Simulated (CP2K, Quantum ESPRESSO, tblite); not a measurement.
# (13,0) blue phosphorene nanotube (52 atoms) in CP2K, part 2 of 4

Wanted: CP2K inputs and outputs for (13,0) blue phosphorene nanotube (52 atoms), checked against a plane-wave reference.

Program: CP2K 2026.2; the method stands at each step. Banners, paths, timers and routine set-up lines are dropped from the logs unmarked, and long logs keep their key lines alone; longer cuts are marked.

So far. Step 3 (PBE, DZVP-MOLOPT-SR, 244/50 Ry, diagonalisation): Against the first run (12 %), the force difference from the reference is 12 %, at 0.68 times the CPU time: the change moves forces by 0.056 meV/Å r.m.s., so most of the difference comes from elsewhere.

## 4. PBE, SZV-MOLOPT-SR, 350/50 Ry, diagonalisation

Method: Kohn-Sham DFT, PBE, GTH-PBE pseudopotentials, Gaussian and plane waves, SZV-MOLOPT-SR-GTH, diagonalisation.

The input, input.inp:

```
&GLOBAL
  PROJECT cell
  RUN_TYPE ENERGY_FORCE
  PRINT_LEVEL LOW
&END GLOBAL
&FORCE_EVAL
  METHOD QS
  &DFT
    BASIS_SET_FILE_NAME BASIS_MOLOPT
    POTENTIAL_FILE_NAME GTH_POTENTIALS
    &MGRID
      CUTOFF 350
      REL_CUTOFF 50
    &END MGRID
    &QS
      EPS_DEFAULT 1.0E-12
    &END QS
    &SCF
      SCF_GUESS ATOMIC
      EPS_SCF 5.0E-06
      MAX_SCF 200
      ADDED_MOS 26
      &DIAGONALIZATION
        ALGORITHM STANDARD
      &END DIAGONALIZATION
      &SMEAR ON
        METHOD FERMI_DIRAC
        ELECTRONIC_TEMPERATURE [K] 580
      &END SMEAR
      &MIXING
        METHOD BROYDEN_MIXING
        ALPHA 0.2
        NBROYDEN 12
        BETA 0.05
      &END MIXING
      &PRINT
        &RESTART OFF
        &END RESTART
      &END PRINT
    &END SCF
    &XC
      &XC_FUNCTIONAL PBE
      &END XC_FUNCTIONAL
    &END XC
    &PRINT
      &MULLIKEN ON
      &END MULLIKEN
      &HIRSHFELD ON
        SHAPE_FUNCTION DENSITY
      &END HIRSHFELD
      &MO ON
        EIGENVALUES T
        OCCUPATION_NUMBERS T
        MO_INDEX_RANGE 119 142
        &EACH
          QS_SCF 0
        &END EACH
        ADD_LAST NUMERIC
      &END MO
    &END PRINT
  &END DFT
  &SUBSYS
    &CELL
      A 23.81273 0.00000 0.00000
      B 0.00000 23.70473 0.00000
      C 0.00000 0.00000 5.68113
    &END CELL
    &COORD
[... 52 atom lines left out: the same atoms as in the first run ...]
    &END COORD
    &KIND P
      BASIS_SET SZV-MOLOPT-SR-GTH-q5
      POTENTIAL GTH-PBE-q5
    &END KIND
  &END SUBSYS
  &PRINT
    &FORCES ON
    &END FORCES
  &END PRINT
&END FORCE_EVAL
```

Launch:

```console
> OMP_NUM_THREADS=1 cp2k.psmp -i input.inp > output.txt
```

Numbers of over 12 decimals in the logs are rounded to 6 here.

Output:

```text
CP2K| version string:                                       CP2K version 2026.2
 CP2K| Input file name                                                 input.inp
 GLOBAL| Basis set file name                                        BASIS_MOLOPT
 GLOBAL| Potential file name                                      GTH_POTENTIALS
 GLOBAL| Run type                                                   ENERGY_FORCE
 GLOBAL| Total number of message passing processes                             1
 GLOBAL| Number of threads for this process                                    1
[... lines left out ...]
                        Smear method:                                FERMI_DIRAC
[... lines left out ...]
 Number of electrons:                                                        260
[... lines left out ...]
  Step     Update method      Time    Convergence         Total energy    Change
[... lines left out ...]
  *** SCF run converged in    13 steps ***
[... lines left out ...]
  Fermi energy:                                                -0.013100
  Total energy:                                              -339.160308
  Total energy (extrapolated to T->0):                       -339.160308
[... lines left out ...]
 MO| E(Fermi):           -0.013100 a.u.         -0.356477 eV
[... lines left out ...]
                           Hirshfeld Charges
  #Atom  Element  Kind  Ref Charge     Population                    Net charge
      1       P      1       5.000          5.016                        -0.016
      2       P      1       5.000          4.997                         0.003
      3       P      1       5.000          5.007                        -0.007
[...]
51       P      1       5.000          5.005                        -0.005
     52       P      1       5.000          4.996                         0.004
  Total Charge                                                           -0.000
 !-----------------------------------------------------------------------------!
 ENERGY| Total FORCE_EVAL ( QS ) energy [hartree]           -339.160295
 FORCES| Atomic forces [hartree/bohr]
 FORCES|   Atom     x               y               z               |f|
 FORCES|      1  9.63450378E-02 -5.31225158E-03  2.56937275E-02   9.98536627E-02
 FORCES|      2 -6.10159089E-02 -2.05377646E-02 -3.83038948E-02   7.49128112E-02
 FORCES|      3  6.63351507E-02  5.47036787E-02  1.97966000E-02   8.82312306E-02
[...]
FORCES|     51  7.99685058E-02 -1.26728151E-02  2.88928960E-02   8.59672123E-02
 FORCES|     52 -5.92084443E-02 -8.30457949E-03 -1.73226749E-02   6.22469355E-02
 FORCES| Sum     5.77940872E-07 -6.86320723E-08  1.90864639E-06
 FORCES| Total atomic force                                       1.99540899E-06
```

The job ended after 64 s (1 thread of Arm Neoverse V2, shared host; peak memory 3.6 GiB).

Numbers from this run, and their distance from the reference:

```yaml
r_m_s_force_component: 2.255 eV/Å
r_m_s_difference_of_force_components: 1860 meV/Å
longest_difference_of_force_vectors: 4446 meV/Å
force_difference_over_r_m_s_force: 304.5 %
slope_of_forces_against_the_reference_s: 2.676
correlation_of_force_components: 0.725
spacing_of_highest_filled_and_lowest_empty_level: 2.346 eV
gap_difference: 0.6407 eV
```

This is a coarse setting, run to see what it loses.

Against the first run (12 %), the force difference from the reference is 304 %, at 0.80 times the CPU time, with 208 basis functions against 676: the smaller basis costs accuracy.

## 5. PBE, TZV2P-UZH, 350/50 Ry, diagonalisation

Method: Kohn-Sham DFT, PBE, GTH-PBE pseudopotentials, Gaussian and plane waves, TZV2P-MOLOPT (UZH set), diagonalisation.

input.inp, as its differences from that of step 4:

```diff
@@ -8,4 +8,4 @@
   &DFT
-    BASIS_SET_FILE_NAME BASIS_MOLOPT
-    POTENTIAL_FILE_NAME GTH_POTENTIALS
+    BASIS_SET_FILE_NAME BASIS_MOLOPT_UZH
+    POTENTIAL_FILE_NAME POTENTIAL_UZH
     &MGRID
@@ -68,6 +68,31 @@
     &COORD
-[... 52 atom lines left out: the same atoms as in the first run ...]
+      SCALED
+      P 0.80803 0.49962 0.32863
+      P 0.75159 0.56319 0.17170
+      P 0.77661 0.64356 0.33554
+      P 0.69436 0.67324 0.16983
+      P 0.80166 0.57346 0.83128
+      P 0.72922 0.62000 0.66662
+      P 0.67782 0.75639 0.32894
+      P 0.59089 0.74408 0.16529
+      P 0.73283 0.70802 0.83592
+      P 0.64643 0.71514 0.67290
+      P 0.53974 0.80997 0.33445
+      P 0.46764 0.75780 0.17371
+      P 0.61040 0.79016 0.82822
+      P 0.53348 0.75842 0.66900
+      P 0.38779 0.79206 0.32942
+      P 0.35440 0.71523 0.17012
+      P 0.46286 0.80943 0.83344
+      P 0.40895 0.74422 0.66701
+      P 0.26749 0.70362 0.33304
+      P 0.27298 0.62105 0.16416
+[... 28 atom lines left out ...]
+      P 0.73169 0.29317 0.82946
+      P 0.73024 0.37810 0.66195
+      P 0.80217 0.42312 0.82846
+      P 0.75984 0.49912 0.67006
     &END COORD
     &KIND P
-      BASIS_SET SZV-MOLOPT-SR-GTH-q5
+      BASIS_SET TZV2P-MOLOPT-PBE-GTH-q5
       POTENTIAL GTH-PBE-q5
```

Launch:

```console
> OMP_NUM_THREADS=2 cp2k.psmp -i input.inp > output.txt
```

Output:

```text
CP2K| version string:                                       CP2K version 2026.2
 CP2K| Input file name                                                 input.inp
 GLOBAL| Basis set file name                                    BASIS_MOLOPT_UZH
 GLOBAL| Potential file name                                       POTENTIAL_UZH
[... lines left out ...]
                        Smear method:                                FERMI_DIRAC
[... lines left out ...]
 Number of electrons:                                                        260
[... lines left out ...]
  Step     Update method      Time    Convergence         Total energy    Change
[... lines left out ...]
  *** SCF run converged in    13 steps ***
[... lines left out ...]
  Fermi energy:                                                -0.055393
  Total energy:                                              -342.635982
  Total energy (extrapolated to T->0):                       -342.635982
[... lines left out ...]
 MO| E(Fermi):           -0.055393 a.u.         -1.507328 eV
[... lines left out ...]
     52       P      1       5.000          5.001                        -0.001
  Total Charge                                                           -0.000
 !-----------------------------------------------------------------------------!
 ENERGY| Total FORCE_EVAL ( QS ) energy [hartree]           -342.636071
 FORCES| Atomic forces [hartree/bohr]
 FORCES|   Atom     x               y               z               |f|
 FORCES|      1  2.22868860E-02 -2.95984068E-03  1.90121285E-02   2.94436237E-02
 FORCES|      2 -1.02442767E-02 -6.71049771E-03 -2.36524338E-02   2.66348195E-02
 FORCES|      3  4.16248416E-03  1.38310726E-02  1.40340764E-02   2.01390205E-02
[...]
FORCES|     51  1.05423033E-02  1.80052827E-03  1.83526612E-02   2.12415214E-02
 FORCES|     52 -9.73376448E-03 -4.52656562E-03 -1.32367208E-02   1.70424982E-02
 FORCES| Sum    -2.57964604E-07  5.57783903E-07  3.56057429E-07
 FORCES| Total atomic force                                       7.10243276E-07
```

Wall time 90 s (2 threads); peak memory 3.8 GiB; 2.6 min of CPU time.

Numbers from this run, and their distance from the reference:

```
r.m.s. force component                           : 0.5952 eV/Å
r.m.s. difference of force components            : 21.92 meV/Å
longest difference of force vectors              : 76.42 meV/Å
force difference over r.m.s. force               : 3.587 %
slope of forces against the reference's          : 0.9738
correlation of force components                  : 0.9997
gap (highest filled to lowest empty level) : 1.725 eV
gap difference                                   : 0.0191 eV
```

Against the first run (12 %), the force difference from the reference is 3.6 %, at 1.9 times the CPU time (on 2 against 1 cores), with 1508 basis functions against 676; this set comes with other potentials too, so the change isn't the basis's alone.

## 6. r2SCAN, SCAN potentials, DZVP-UZH(SCAN), 600/50 Ry, diagonalisation

Method: Kohn-Sham DFT, r2SCAN, GTH-SCAN pseudopotentials, Gaussian and plane waves, DZVP-MOLOPT (UZH set), diagonalisation.

input.inp, as its differences from that of step 5:

```diff
@@ -11,4 +11,5 @@
     &MGRID
-      CUTOFF 350
+      CUTOFF 600
       REL_CUTOFF 50
+      NGRIDS 5
     &END MGRID
@@ -41,3 +42,7 @@
     &XC
-      &XC_FUNCTIONAL PBE
+      &XC_FUNCTIONAL
+        &MGGA_X_R2SCAN
+        &END MGGA_X_R2SCAN
+        &MGGA_C_R2SCAN
+        &END MGGA_C_R2SCAN
       &END XC_FUNCTIONAL
@@ -67,9 +72,9 @@
     &END CELL
-    &COORD
-      SCALED
-[... 52 atom lines left out: the same atoms as in the first run ...]
-    &END COORD
+    &TOPOLOGY
+      COORD_FILE_NAME structure.xyz
+      COORD_FILE_FORMAT XYZ
+    &END TOPOLOGY
     &KIND P
-      BASIS_SET TZV2P-MOLOPT-PBE-GTH-q5
-      POTENTIAL GTH-PBE-q5
+      BASIS_SET DZVP-MOLOPT-SCAN-GTH-q5
+      POTENTIAL GTH-SCAN-q5
     &END KIND
```

The input, structure.xyz:

```xyz
52

[... 52 atom lines left out: the same atoms as in the first run ...]
```

Launch:

```console
> OMP_NUM_THREADS=1 cp2k.psmp -i input.inp > output.txt
```

Output:

```text
CP2K| version string:                                       CP2K version 2026.2
 CP2K| Input file name                                                 input.inp
 GLOBAL| Basis set file name                                    BASIS_MOLOPT_UZH
 GLOBAL| Potential file name                                       POTENTIAL_UZH
 GLOBAL| Run type                                                   ENERGY_FORCE
 GLOBAL| Total number of message passing processes                             1
 GLOBAL| Number of threads for this process                                    1
[... lines left out ...]
                        Smear method:                                FERMI_DIRAC
[... lines left out ...]
 Number of electrons:                                                        260
[... lines left out ...]
  Step     Update method      Time    Convergence         Total energy    Change
[... lines left out ...]
  *** SCF run converged in    13 steps ***
[... lines left out ...]
  Fermi energy:                                                -0.058981
  Total energy:                                              -341.980682
  Total energy (extrapolated to T->0):                       -341.980682
[... lines left out ...]
 MO| E(Fermi):           -0.058981 a.u.         -1.604968 eV
[... lines left out ...]
                           Hirshfeld Charges
  #Atom  Element  Kind  Ref Charge     Population                    Net charge
      1       P      1       5.000          5.017                        -0.017
      2       P      1       5.000          4.999                         0.001
      3       P      1       5.000          5.006                        -0.006
[...]
51       P      1       5.000          5.004                        -0.004
     52       P      1       5.000          4.998                         0.002
  Total Charge                                                           -0.000
 !-----------------------------------------------------------------------------!
 ENERGY| Total FORCE_EVAL ( QS ) energy [hartree]           -341.980741
 FORCES| Atomic forces [hartree/bohr]
 FORCES|   Atom     x               y               z               |f|
 FORCES|      1  2.11763463E-02 -3.09636652E-03  2.02335314E-02   2.94520105E-02
 FORCES|      2 -7.92520782E-03 -7.06814639E-03 -2.49289434E-02   2.70964911E-02
 FORCES|      3  2.23314403E-03  1.32365048E-02  1.46496817E-02   1.98697047E-02
[...]
FORCES|     51  8.96803884E-03  2.50566476E-03  1.92427394E-02   2.13772565E-02
 FORCES|     52 -7.65789677E-03 -4.59862557E-03 -1.39782060E-02   1.65885799E-02
 FORCES| Sum    -8.21328437E-05  6.92642304E-05  1.73873377E-05
 FORCES| Total atomic force                                       1.08837756E-04
```

Wall time 4.6 min (1 thread); peak memory 9.1 GiB.

Against the reference:

```yaml
r_m_s_force_component: 0.6007 eV/Å
r_m_s_difference_of_force_components: 86.25 meV/Å
longest_difference_of_force_vectors: 193.9 meV/Å
force_difference_over_r_m_s_force: 14.11 %
slope_of_forces_against_the_reference_s: 0.9733
correlation_of_force_components: 0.99
spacing_of_highest_filled_and_lowest_empty_level: 2.089 eV
gap_difference: 0.3831 eV
```

Against the first run (12 %), the force difference from the reference is 14 %, at 3.4 times the CPU time; the model has changed, so this is no error of the program alone.

## 7. PBE, DZVP-MOLOPT-SR, 350/20 Ry, diagonalisation

Method: Kohn-Sham DFT, PBE, GTH-PBE pseudopotentials, Gaussian and plane waves, DZVP-MOLOPT-SR-GTH, diagonalisation.

input.inp, as its differences from that of step 6:

```diff
@@ -8,8 +8,7 @@
   &DFT
-    BASIS_SET_FILE_NAME BASIS_MOLOPT_UZH
-    POTENTIAL_FILE_NAME POTENTIAL_UZH
+    BASIS_SET_FILE_NAME BASIS_MOLOPT
+    POTENTIAL_FILE_NAME GTH_POTENTIALS
     &MGRID
-      CUTOFF 600
-      REL_CUTOFF 50
-      NGRIDS 5
+      CUTOFF 350
+      REL_CUTOFF 20
     &END MGRID
@@ -42,7 +41,3 @@
     &XC
-      &XC_FUNCTIONAL
-        &MGGA_X_R2SCAN
-        &END MGGA_X_R2SCAN
-        &MGGA_C_R2SCAN
-        &END MGGA_C_R2SCAN
+      &XC_FUNCTIONAL PBE
       &END XC_FUNCTIONAL
@@ -72,9 +67,8 @@
     &END CELL
-    &TOPOLOGY
-      COORD_FILE_NAME structure.xyz
-      COORD_FILE_FORMAT XYZ
-    &END TOPOLOGY
+    &COORD
+[... 52 atom lines left out: the same atoms as in the first run ...]
+    &END COORD
     &KIND P
-      BASIS_SET DZVP-MOLOPT-SCAN-GTH-q5
-      POTENTIAL GTH-SCAN-q5
+      BASIS_SET DZVP-MOLOPT-SR-GTH-q5
+      POTENTIAL GTH-PBE-q5
     &END KIND
```

Output:

```text
CP2K| version string:                                       CP2K version 2026.2
 CP2K| Input file name                                                 input.inp
 GLOBAL| Basis set file name                                        BASIS_MOLOPT
 GLOBAL| Potential file name                                      GTH_POTENTIALS
 GLOBAL| Run type                                                   ENERGY_FORCE
 GLOBAL| Total number of message passing processes                             1
 GLOBAL| Number of threads for this process                                    1
[... lines left out ...]
                        Smear method:                                FERMI_DIRAC
[... lines left out ...]
 Number of electrons:                                                        260
[... lines left out ...]
  Step     Update method      Time    Convergence         Total energy    Change
[... lines left out ...]
  *** SCF run converged in    13 steps ***
[... lines left out ...]
  Fermi energy:                                                -0.056674
  Total energy:                                              -342.500656
  Total energy (extrapolated to T->0):                       -342.500656
[... lines left out ...]
 MO| E(Fermi):           -0.056674 a.u.         -1.542190 eV
[... lines left out ...]
                           Hirshfeld Charges
  #Atom  Element  Kind  Ref Charge     Population                    Net charge
      1       P      1       5.000          5.015                        -0.015
      2       P      1       5.000          5.000                        -0.000
      3       P      1       5.000          5.004                        -0.004
[...]
51       P      1       5.000          5.002                        -0.002
     52       P      1       5.000          5.000                         0.000
  Total Charge                                                            0.000
 !-----------------------------------------------------------------------------!
 ENERGY| Total FORCE_EVAL ( QS ) energy [hartree]           -342.500648
 FORCES| Atomic forces [hartree/bohr]
 FORCES|   Atom     x               y               z               |f|
 FORCES|      1  2.57780423E-02 -3.11961214E-03  1.93320007E-02   3.23722983E-02
 FORCES|      2 -1.35049435E-02 -7.36078600E-03 -2.41315030E-02   2.86163259E-02
 FORCES|      3  6.37419833E-03  1.50722819E-02  1.41963195E-02   2.16642464E-02
[...]
FORCES|     51  1.47162695E-02  9.41045401E-04  1.86228565E-02   2.37542615E-02
 FORCES|     52 -1.17479326E-02 -4.78980435E-03 -1.33721753E-02   1.84328842E-02
 FORCES| Sum     5.43790915E-04 -2.41051089E-04 -1.76883904E-04
 FORCES| Total atomic force                                       6.20565953E-04
```

Elapsed: 66 s, on 1 thread; peak memory 3.6 GiB.

Against the reference:

```yaml
r_m_s_force_component: 0.6421 eV/Å
r_m_s_difference_of_force_components: 69.69 meV/Å
longest_difference_of_force_vectors: 177.1 meV/Å
force_difference_over_r_m_s_force: 11.4 %
slope_of_forces_against_the_reference_s: 1.046
correlation_of_force_components: 0.995
spacing_of_highest_filled_and_lowest_empty_level: 1.688 eV
gap_difference: -0.0181 eV
energy_less_the_same_level_run_s: -2.373 meV/atom
r_m_s_force_difference_from_the_same_level_run: 18.55 meV/Å
```

This is a coarse setting, run to see what it loses.

Against the first run (12 %), the force difference from the reference is 11 %, at 0.82 times the CPU time: the change moves forces by 19 meV/Å r.m.s., so most of the difference comes from elsewhere.

(Continued in part 3 of 4.)

[Also dropped from logs without a mark: logging warnings of Python, and SIESTA's first energy breakdown and zero terms.]

[Logs are printed without paths, hosts, clocks, repeated set-up lines and the standing remarks that a program may print on its own settings, such as how far it seeks lower states.]

[Hosts, paths, dates, database ids (printed as entryN), source tags and the programs' standing remarks are cut or masked in the printed files.]
